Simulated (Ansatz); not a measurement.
**A scaling study of G0W0 on CsMgF3 (Pm-3m)**

How does the cost of G0W0 grow with the cell? The test case is CsMgF3 (Pm-3m).

Program: Ansatz 0.2.0. Level of theory: G0W0 on LDA, plane waves, PAW. Results are calculated unless marked as measured.

### Step 1. The structure

The structure is cubic, space group Pm-3m (No. 221). Conventional cell: a = 4.252 Å, b = 4.252 Å, c = 4.252 Å, α = 90.00°, β = 90.00°, γ = 90.00°. Cs has 12 F at 3.01 Å nearest. Nearest to Mg lie 6 F at 2.13 Å. Nearest to F lie 2 Mg at 2.13 Å and 4 Cs at 3.01 Å. Farther neighbours and most contacts between anions are not listed.

Structure file:

```cif
data_structure
_symmetry_space_group_name_H-M 'Pm-3m'
_symmetry_Int_Tables_number 221
_cell_length_a 4.2523
_cell_length_b 4.2523
_cell_length_c 4.2523
_cell_angle_alpha 90.000
_cell_angle_beta 90.000
_cell_angle_gamma 90.000
_cell_volume 76.89
loop_
_atom_site_label
_atom_site_type_symbol
_atom_site_symmetry_multiplicity
_atom_site_Wyckoff_symbol
_atom_site_fract_x
_atom_site_fract_y
_atom_site_fract_z
_atom_site_occupancy
Cs1 Cs 1 a 0.00000 0.00000 0.00000 1
Mg1 Mg 1 b 0.50000 0.50000 0.50000 1
F1 F 3 c 0.00000 0.50000 0.50000 1
```

The cell and positions are those that the Materials Project relaxed with its own functionals (PBE, PBE+U or r2SCAN), kept fixed. Spin-orbit coupling is left out unless a step names it. The default PAW set here is soft_2. Its files were made with PBE.

### Step 2. 5 atoms (1×1×1 cells), 2×2×2 mesh

Now the one-shot GW correction: screening in the RPA, then the self-energy of the levels asked for.

Input file input.yaml:

```yaml
crystal:
  lattice:
    - [4.252307, 0.0, 0.0]
    - [0.0, 4.252307, 0.0]
    - [0.0, 0.0, 4.252307]
  atoms:
    - { symbol: Cs, position: [0.0, 0.0, 0.0] }
    - { symbol: Mg, position: [0.5, 0.5, 0.5] }
    - { symbol: F, position: [0.0, 0.5, 0.5] }
    - { symbol: F, position: [0.5, 0.0, 0.5] }
    - { symbol: F, position: [0.5, 0.5, 0.0] }
kpoints:
  mp_grid: { grid: [2, 2, 2] }
hamiltonian:
  xc: lda
scf:
  occupations: { method: fixed }
gw:
  n_empty_bands: 81
  ecut_chi: 60.0
  qp_bands: [v1, c1]
  qp_kpoints: band_edges
  screening: { model: contour_deformation }
```

Launch:

```
$ ansatz run input.yaml --threads 16 --pin off --max-ram 36864MiB --backend cpu --events-out ev --progress --plain --runs-dir out
```

Numbers of over 12 decimals in the logs are rounded to 6 here.

The log of the run:

```text
Engine: ansatz 0.2.0, aarch64-unknown-linux-gnu
Pseudopotentials: kind: paw
Pseudopotential: Cs, paw, valence charge 9, recommended cutoff 420 eV (normal), Cs.paw.azcp
Pseudopotential: Mg, paw, valence charge 10, recommended cutoff 420 eV (normal), Mg.paw.azcp
Pseudopotential: F, paw, valence charge 7, recommended cutoff 420 eV (normal), F.paw.azcp
Functional definition: SPW92
  exchange = slater_x
  correlation = pw_c
Crystal: 5 atoms, lattice volume = 76.891 Å³
Basis set: ecut = 420 eV, 1503 PW (Γ)
Bands: 25, of which v1, the nominal top of the filled ones, is band 20 counted from 1 (19 counted from 0)
Symmetry: 48 space group operations
Space group: Pm-3m (ITA 221), of the structure as read, at distance tolerance 4.3e-5 Å
k-points: 4 of 8
Non-local potential: Cs, projectors of the file, l = 0: 3, l = 1: 2, l = 2: 2, l = 3: 2
Non-local potential: Mg, projectors of the file, l = 0: 3, l = 1: 2, l = 2: 1
Non-local potential: F, projectors of the file, l = 0: 2, l = 1: 2, l = 2: 1
PAW form: soft (Blöchl's): semilocal exchange-correlation on the pseudo side does not see the compensation charge
PAW frozen core: Cs, regenerated for the run's functional, and the local potential with it (the file was generated under x = pbe(κ = 0.804, μ = 0.219515), c = pbe(β = 0.066725))
PAW frozen core: Mg, regenerated for the run's functional, and the local potential with it (the file was generated under x = pbe(κ = 0.804, μ = 0.219515), c = pbe(β = 0.066725))
PAW frozen core: F, regenerated for the run's functional, and the local potential with it (the file was generated under x = pbe(κ = 0.804, μ = 0.219515), c = pbe(β = 0.066725))
PAW one-centre angular grid: Cs, 194 points (default); XC on 64 Gauss nodes
PAW one-centre angular grid: Mg, 110 points (default); XC on 64 Gauss nodes
PAW one-centre angular grid: F, 110 points (default); XC on 64 Gauss nodes
Initial density: superposition of atomic densities (neutral atoms: chi_scale 0, normalization atom), corrected by the library's trained network
Initial wavefunctions: pseudopotential atomic-orbital guess
Functional: x = slater, c = lda
SCF iter   1: F=—  HF=-9795.651923 eV  |F-HF|=—  |Δ(HF+E_count)|=         —  Δρ=1.77e-2  dr2=1.72e-1  ethr=1.77e-3  ⟨swp⟩=4.5  Hψ=422  notcnv=0  defer=10
preconditioner: auto → Resta (q_TF=auto, 2.447 Å⁻¹)  ε∞=3.2  [insulator: Δε(μ)=6.154 eV  Ē_g=16.183 eV  n_scr=18 (ndim 8)  ℏωp=24.0 eV  f_vac=0.011  ε∞_Penn≈3.2]
SCF iter   2: F=—  HF=-9795.601803 eV  |F-HF|=—  |Δ(HF+E_count)|=   5.01e-2  Δρ=5.06e-3  dr2=5.66e-3  ethr=4.29e-4  ⟨swp⟩=2.2  Hψ=217  notcnv=0  defer=9
SCF iter   3: F=—  HF=-9795.599788 eV  |F-HF|=—  |Δ(HF+E_count)|=   2.01e-3  Δρ=1.78e-3  dr2=1.33e-3  ethr=1.42e-5  ⟨swp⟩=2.2  Hψ=170  notcnv=0  defer=10
SCF iter   4: F=—  HF=-9795.599415 eV  |F-HF|=—  |Δ(HF+E_count)|=   3.73e-4  Δρ=4.49e-4  dr2=8.93e-5  ethr=3.32e-6  ⟨swp⟩=1.0  Hψ=96  notcnv=0  defer=7
SCF iter   5: F=—  HF=-9795.599399 eV  |F-HF|=—  |Δ(HF+E_count)|=   1.59e-5  Δρ=6.29e-5  dr2=1.82e-6  ethr=2.23e-7  ⟨swp⟩=2.5  Hψ=175  notcnv=0  defer=4
SCF iter   6: F=-9795.599400 eV  HF=-9795.599400 eV  |F-HF|=1.86e-8  |Δ(HF+E_count)|=   7.32e-7  Δρ=9.52e-6  dr2=5.04e-8  ethr=2.50e-10  ⟨swp⟩=7.2  Hψ=426  notcnv=0
SCF 1 converged in 6 iterations: F = -9795.599400 eV  dr2 = 5.04e-8
[...]
NSCF: frozen V_eff on 4 k-points
G₀W₀ screening: q 1/4
[... further progress lines ...]
SCF converged after 6 iterations
Free energy (F): -9795.599400 eV
Harris-Foulkes:  -9795.599400 eV  (|F-HF|=1.86e-8)
Internal energy: -9795.599400 eV  (E = F + TS)
E sigma→0 (E₀):  -9795.599400 eV
Fermi energy:    2.992839 eV
--- Per-component energies (eV) ---
  E_band       = -444.765360
  E_kinetic    = 836.833601
  E_local      = -3611.546794  (includes V_loc(G=0)·N_el)
  E_nonlocal   = 355.179020
  E_hartree    = 1349.270035
  E_xc         = -438.033826
  E_vxc        = -470.132419  (∫ρ·V_xc dr)
  E_paw        = -5736.941241  (= ΣΔE_a)
  E_vpaw       = -253.654931  (= ΣTr[D̂ρ^β])
  E_aug_tail   = 0.006000  (compensation charges beyond the density's cutoff)
  E_ewald      = -2551.126983
  E_core_change = 0.760791  (= ΣΔE_core)
  E_smearing   = -0.000000  (= −TS)
  E_closure    = 0.000000  (closes the sum)
  Σ components = -9795.599400   (vs F -9795.599400, Δ=0.00e0)
--- Band table (eV) ---
  k-point 0: bands = [... 16 lower, 2.2832, 2.9928, 2.9928, 2.9928, 9.3649, 11.4321, 11.4321, 14.2417, ... 1 higher]
  k-point 1: bands = [... 16 lower, 2.3347, 2.3347, 2.5643, 2.5643, 12.0815, 12.2226, 12.5329, 14.5199, ... 1 higher]
  k-point 2: bands = [... 16 lower, 1.9348, 2.7777, 2.8071, 2.8071, 11.8560, 13.4425, 14.7159, 14.7159, ... 1 higher]
  k-point 3: bands = [... 16 lower, 2.7917, 2.8291, 2.8291, 2.8291, 11.6585, 11.6585, 11.6585, 14.8351, ... 1 higher]
--- G₀W₀: contour deformation, 5 samples at zero and on the imaginary axis and 1 off it, 8 q-points, 81 empty bands' worth ---
  eigenvalues of the whole cell's RPA ε∞ on this k-mesh (on a slab, of 1 + 4πα/V) = 2.5005, 2.5005, 2.5005; static W/v taken at q = 0 is 0.399921
  bands read: the sum over 101 bands ends inside a degenerate multiplet in 2 slots, whose members it reads at an even weight; the widest, k=3: bands 101 to 103 (counted from 1) at 1/3 each
  gw.qp_kpoints: band_edges: 4 of 4 stored k-points solved, in 1 pass; an edge of the gap read off the rows below is read off those points alone
    ik  band        ε_KS         Σx   Σc(E_QP)       V_xc       Z   E_QP_lin       E_QP  E_QP is
     0    20      2.9928   -30.6115     5.2922   -23.5057  0.7996     1.1436     1.1792  root
     0    21      9.3649    -7.4179    -3.6459   -12.9012  0.8678    11.2252    11.2022  root
     1    20      2.5643   -29.9759     5.3512   -22.7212  0.7965     0.6192     0.6607  root
     1    21     12.0815    -9.2678    -3.6917   -15.2066  0.8552    14.3692    14.3285  root
     2    20      2.8071   -30.2003     5.2543   -23.0964  0.7990     0.9196     0.9574  root
     2    21     11.8560    -9.3388    -3.4280   -14.8583  0.8539    13.9804    13.9475  root
     3    20      2.8291   -29.1780     4.7997   -22.6162  0.8071     1.0349     1.0671  root
     3    21     11.6585    -6.0721    -3.6017   -11.4930  0.8657    13.5009    13.4776  root
```

Wall time 0.89 s (16 threads of Arm Neoverse V2, shared host); peak memory 0.36 GiB.

This step gave:

| Item | Value |
| --- | --- |
| bands summed | 101 |
| RPA ε∞ on this mesh (eigenvalues) | 2.500, 2.500, 2.500 |
| plane waves in the screening matrix | 81 |
| q-points in the mesh | 8 |
| G0W0 gap on the mesh | 10.02 eV |
| k of the valence top | 0, 0, 0 |
| k of the conduction bottom | 0, 0, 0 |
| starting gap on the mesh | 6.372 eV |
| Z at the valence top | 0.7996 |
| Z at the conduction bottom | 0.8678 |
| least direct G0W0 gap on the computed points | 10.02 eV |

The gap on the mesh goes from 6.37 eV to 10.02 eV, a correction of +3.65 eV. Between the two edge states, bare exchange in place of the xc potential would open the gap by 12.59 eV, and correlation takes back 8.94 eV.

### Step 3. No symmetry, 2×2×2 mesh

Edit input.yaml of step 2 so:

```diff
@@ -11,2 +11,3 @@
     - { symbol: F, position: [0.5, 0.5, 0.0] }
+  symmetry: { detect: false }
 kpoints:
```

The log of the run:

```text
[...]
Crystal: 5 atoms, lattice volume = 76.891 Å³
Basis set: ecut = 420 eV, 1503 PW (Γ)
Bands: 25, of which v1, the nominal top of the filled ones, is band 20 counted from 1 (19 counted from 0)
Symmetry: 1 space group operations
k-points: 8
[...]
SCF iter   1: F=—  HF=-9795.652063 eV  |F-HF|=—  |Δ(HF+E_count)|=         —  Δρ=1.77e-2  dr2=1.72e-1  ethr=1.77e-3  ⟨swp⟩=4.8  Hψ=844  notcnv=0  defer=22
[...]
3    21     11.8559    -9.3387    -3.4280   -14.8583  0.8539    13.9804    13.9475  root
[...]
6    20      2.8070   -30.2004     5.2543   -23.0964  0.7990     0.9194     0.9573  root
     6    21     11.8559    -9.3387    -3.4280   -14.8583  0.8539    13.9804    13.9475  root
     7    20      2.8290   -29.1780     4.7997   -22.6162  0.8071     1.0348     1.0670  root
     7    21     11.6585    -6.0721    -3.6017   -11.4930  0.8657    13.5009    13.4776  root
[key lines of the parts left out:]
SCF converged after 7 iterations
Free energy (F): -9795.599400 eV
Fermi energy:    2.992745 eV
```

Wall time 1.4 s (16 threads); peak memory 0.47 GiB; 12 s of CPU time.

This step gave:

| Quantity | Value |
| --- | --- |
| bands summed | 101 |
| RPA ε∞ on this mesh (eigenvalues) | 2.500, 2.500, 2.500 |
| plane waves in the screening matrix | 81 |
| G0W0 gap on the mesh | 10.02 eV |
| k of the valence top | 0, 0, 0 |
| k of the conduction bottom | 0, 0, 0 |
| starting gap on the mesh | 6.372 eV |
| least direct G0W0 gap on the computed points | 10.02 eV |

Against the run with 2×2×2 mesh, 81 empty bands, screening to 60 eV, the gap moves by +0.0002 eV.

### Step 4. 1 thread, 2×2×2 mesh

Edit input.yaml of step 3 so:

```diff
@@ -11,3 +11,2 @@
     - { symbol: F, position: [0.5, 0.5, 0.0] }
-  symmetry: { detect: false }
 kpoints:
```

Launch:

```
$ ansatz run input.yaml --threads 1 --pin off --max-ram 36864MiB --backend cpu --events-out ev --progress --plain --runs-dir out
```

The log of the run:

```text
[...]
Crystal: 5 atoms, lattice volume = 76.891 Å³
Basis set: ecut = 420 eV, 1503 PW (Γ)
Bands: 25, of which v1, the nominal top of the filled ones, is band 20 counted from 1 (19 counted from 0)
Symmetry: 48 space group operations
[...]
k-points: 4 of 8
[...]
1    20      2.5643   -29.9759     5.3512   -22.7212  0.7965     0.6192     0.6607  root
     1    21     12.0815    -9.2678    -3.6917   -15.2066  0.8552    14.3692    14.3285  root
     2    20      2.8071   -30.2003     5.2543   -23.0964  0.7990     0.9196     0.9574  root
     2    21     11.8560    -9.3388    -3.4280   -14.8583  0.8539    13.9804    13.9475  root
     3    20      2.8291   -29.1780     4.7997   -22.6162  0.8071     1.0349     1.0671  root
     3    21     11.6585    -6.0721    -3.6017   -11.4930  0.8657    13.5009    13.4776  root
[key lines of the parts left out:]
SCF converged after 6 iterations
Free energy (F): -9795.599400 eV
Fermi energy:    2.992839 eV
```

The job ended after 3.5 s (1 thread; peak memory 0.29 GiB).

(Unchanged from step 3.)

Against the run with 2×2×2 mesh, 81 empty bands, screening to 60 eV, the gap moves by +0.000 eV.

### Step 5. 2 threads, 2×2×2 mesh

input.yaml is that of step 4.

Launch:

```
$ ansatz run input.yaml --threads 2 --pin off --max-ram 36864MiB --backend cpu --events-out ev --progress --plain --runs-dir out
```

The log of the run:

```text
[...]
Crystal: 5 atoms, lattice volume = 76.891 Å³
Basis set: ecut = 420 eV, 1503 PW (Γ)
Bands: 25, of which v1, the nominal top of the filled ones, is band 20 counted from 1 (19 counted from 0)
Symmetry: 48 space group operations
[...]
k-points: 4 of 8
[...]
1    20      2.5643   -29.9759     5.3512   -22.7212  0.7965     0.6192     0.6607  root
     1    21     12.0815    -9.2678    -3.6917   -15.2066  0.8552    14.3692    14.3285  root
     2    20      2.8071   -30.2003     5.2543   -23.0964  0.7990     0.9196     0.9574  root
     2    21     11.8560    -9.3388    -3.4280   -14.8583  0.8539    13.9804    13.9475  root
     3    20      2.8291   -29.1780     4.7997   -22.6162  0.8071     1.0349     1.0671  root
     3    21     11.6585    -6.0721    -3.6017   -11.4930  0.8657    13.5009    13.4776  root
[key lines of the parts left out:]
SCF converged after 6 iterations
Free energy (F): -9795.599400 eV
Fermi energy:    2.992839 eV
```

It took 2 s on 2 threads; peak memory 0.32 GiB.

(Unchanged from step 3.)

Against the run with 2×2×2 mesh, 81 empty bands, screening to 60 eV, the gap moves by +0.000 eV.

### Step 6. 4 threads, 2×2×2 mesh

input.yaml is that of step 5.

Launch:

```
$ ansatz run input.yaml --threads 4 --pin off --max-ram 36864MiB --backend cpu --events-out ev --progress --plain --runs-dir out
```

The log of the run:

```text
[...]
Crystal: 5 atoms, lattice volume = 76.891 Å³
Basis set: ecut = 420 eV, 1503 PW (Γ)
Bands: 25, of which v1, the nominal top of the filled ones, is band 20 counted from 1 (19 counted from 0)
Symmetry: 48 space group operations
[...]
k-points: 4 of 8
[...]
1    20      2.5643   -29.9759     5.3512   -22.7212  0.7965     0.6192     0.6607  root
     1    21     12.0815    -9.2678    -3.6917   -15.2066  0.8552    14.3692    14.3285  root
     2    20      2.8071   -30.2003     5.2543   -23.0964  0.7990     0.9196     0.9574  root
     2    21     11.8560    -9.3388    -3.4280   -14.8583  0.8539    13.9804    13.9475  root
     3    20      2.8291   -29.1780     4.7997   -22.6162  0.8071     1.0349     1.0671  root
     3    21     11.6585    -6.0721    -3.6017   -11.4930  0.8657    13.5009    13.4776  root
[key lines of the parts left out:]
SCF converged after 6 iterations
Free energy (F): -9795.599400 eV
Fermi energy:    2.992839 eV
```

It took 1.3 s on 4 threads; peak memory 0.36 GiB; 3.8 s of CPU time.

(Unchanged from step 3.)

Against the run with 2×2×2 mesh, 81 empty bands, screening to 60 eV, the gap moves by +0.000 eV.

### Step 7. 8 threads, 2×2×2 mesh

input.yaml is that of step 6.

Launch:

```
$ ansatz run input.yaml --threads 8 --pin off --max-ram 36864MiB --backend cpu --events-out ev --progress --plain --runs-dir out
```

The log of the run:

```text
[...]
Crystal: 5 atoms, lattice volume = 76.891 Å³
Basis set: ecut = 420 eV, 1503 PW (Γ)
Bands: 25, of which v1, the nominal top of the filled ones, is band 20 counted from 1 (19 counted from 0)
Symmetry: 48 space group operations
[...]
k-points: 4 of 8
[...]
1    20      2.5643   -29.9759     5.3512   -22.7212  0.7965     0.6192     0.6607  root
     1    21     12.0815    -9.2678    -3.6917   -15.2066  0.8552    14.3692    14.3285  root
     2    20      2.8071   -30.2003     5.2543   -23.0964  0.7990     0.9196     0.9574  root
     2    21     11.8560    -9.3388    -3.4280   -14.8583  0.8539    13.9804    13.9475  root
     3    20      2.8291   -29.1780     4.7997   -22.6162  0.8071     1.0349     1.0671  root
     3    21     11.6585    -6.0721    -3.6017   -11.4930  0.8657    13.5009    13.4776  root
[key lines of the parts left out:]
SCF converged after 6 iterations
Free energy (F): -9795.599400 eV
Fermi energy:    2.992839 eV
```

Wall time 0.99 s (8 threads); peak memory 0.36 GiB; 4.4 s of CPU time.

This step gave:

- bands summed: 101
- RPA ε∞ on this mesh (eigenvalues): 2.500, 2.500, 2.500
- plane waves in the screening matrix: 81
- G0W0 gap on the mesh: 10.02 eV
- k of the valence top: 0, 0, 0
- k of the conduction bottom: 0, 0, 0
- starting gap on the mesh: 6.372 eV
- least direct G0W0 gap on the computed points: 10.02 eV

Against the run with 2×2×2 mesh, 81 empty bands, screening to 60 eV, the gap moves by +0.000 eV.

### Step 8. 10 atoms (2×1×1 cells), 1×2×2 mesh

Input file input.yaml:

```yaml
crystal:
  lattice:
    - [8.504614, 0.0, 0.0]
    - [0.0, 4.252307, 0.0]
    - [0.0, 0.0, 4.252307]
  atoms:
    - { symbol: Cs, position: [0.0, 0.0, 0.0] }
    - { symbol: Mg, position: [0.25, 0.5, 0.5] }
    - { symbol: F, position: [0.0, 0.5, 0.5] }
    - { symbol: F, position: [0.25, 0.0, 0.5] }
    - { symbol: F, position: [0.25, 0.5, 0.0] }
    - { symbol: Cs, position: [0.5, 0.0, 0.0] }
    - { symbol: Mg, position: [0.75, 0.5, 0.5] }
    - { symbol: F, position: [0.5, 0.5, 0.5] }
    - { symbol: F, position: [0.75, 0.0, 0.5] }
    - { symbol: F, position: [0.75, 0.5, 0.0] }
kpoints:
  mp_grid: { grid: [1, 2, 2] }
hamiltonian:
  xc: lda
scf:
  occupations: { method: fixed }
gw:
  n_empty_bands: 162
  ecut_chi: 60.0
  qp_bands: [v1, c1]
  qp_kpoints: band_edges
  screening: { model: contour_deformation }
```

Launch:

```
$ ansatz run input.yaml --threads 16 --pin off --max-ram 36864MiB --backend cpu --events-out ev --progress --plain --runs-dir out
```

The log of the run:

```text
[...]
Crystal: 10 atoms, lattice volume = 153.781 Å³
Basis set: ecut = 420 eV, 3013 PW (Γ)
Bands: 50, of which v1, the nominal top of the filled ones, is band 40 counted from 1 (39 counted from 0)
Symmetry: 32 space group operations
[...]
k-points: 3 of 4
[...]
0    40      2.9928   -30.6115     5.2930   -23.5057  0.7996     1.1443     1.1800  root
     0    41      9.3648    -7.4179    -3.6457   -12.9012  0.8678    11.2255    11.2025  root
     1    40      2.8070   -30.2003     5.2549   -23.0964  0.7990     0.9202     0.9580  root
     1    41     11.8559    -9.3388    -3.4279   -14.8583  0.8538    13.9805    13.9475  root
     2    40      2.8291   -29.1780     4.8004   -22.6162  0.8071     1.0356     1.0678  root
     2    41     11.6585    -6.0721    -3.6029   -11.4930  0.8657    13.4997    13.4764  root
[key lines of the parts left out:]
SCF converged after 7 iterations
Free energy (F): -19591.198800 eV
Fermi energy:    2.992793 eV
```

Elapsed: 2.2 s, on 16 threads; peak memory 0.66 GiB.

This step gave:

```
bands summed                                 : 202
RPA ε∞ on this mesh (eigenvalues)            : 2.500, 2.500, 2.500
plane waves in the screening matrix          : 151
G0W0 gap on the mesh                         : 10.02 eV
k of the valence top                         : 0, 0, 0
k of the conduction bottom                   : 0, 0, 0
starting gap on the mesh                     : 6.372 eV
least direct G0W0 gap on the computed points : 10.02 eV
```

The gap on the mesh goes from 6.37 eV to 10.02 eV, a correction of +3.65 eV. Between the two edge states, bare exchange in place of the xc potential would open the gap by 12.59 eV, and correlation takes back 8.94 eV.

(Continued in part 2 of 2.)

[Paths, hosts, dates, memory and timing lines, banners, echoed tables and standing remarks are left out of the program output.]

[Logs are printed without paths, hosts, clocks, repeated set-up lines and the standing remarks that a program may print on its own settings, such as how far it seeks lower states.]

[Runs of the session that timed out or met a known fault of the program may be left out.]

[Cells called generated may have been cut or substituted from an entry of the Crystallography Open Database or the Materials Project.]

[Hosts, paths, dates, database ids (printed as entryN), source tags and the programs' standing remarks are cut or masked in the printed files.]
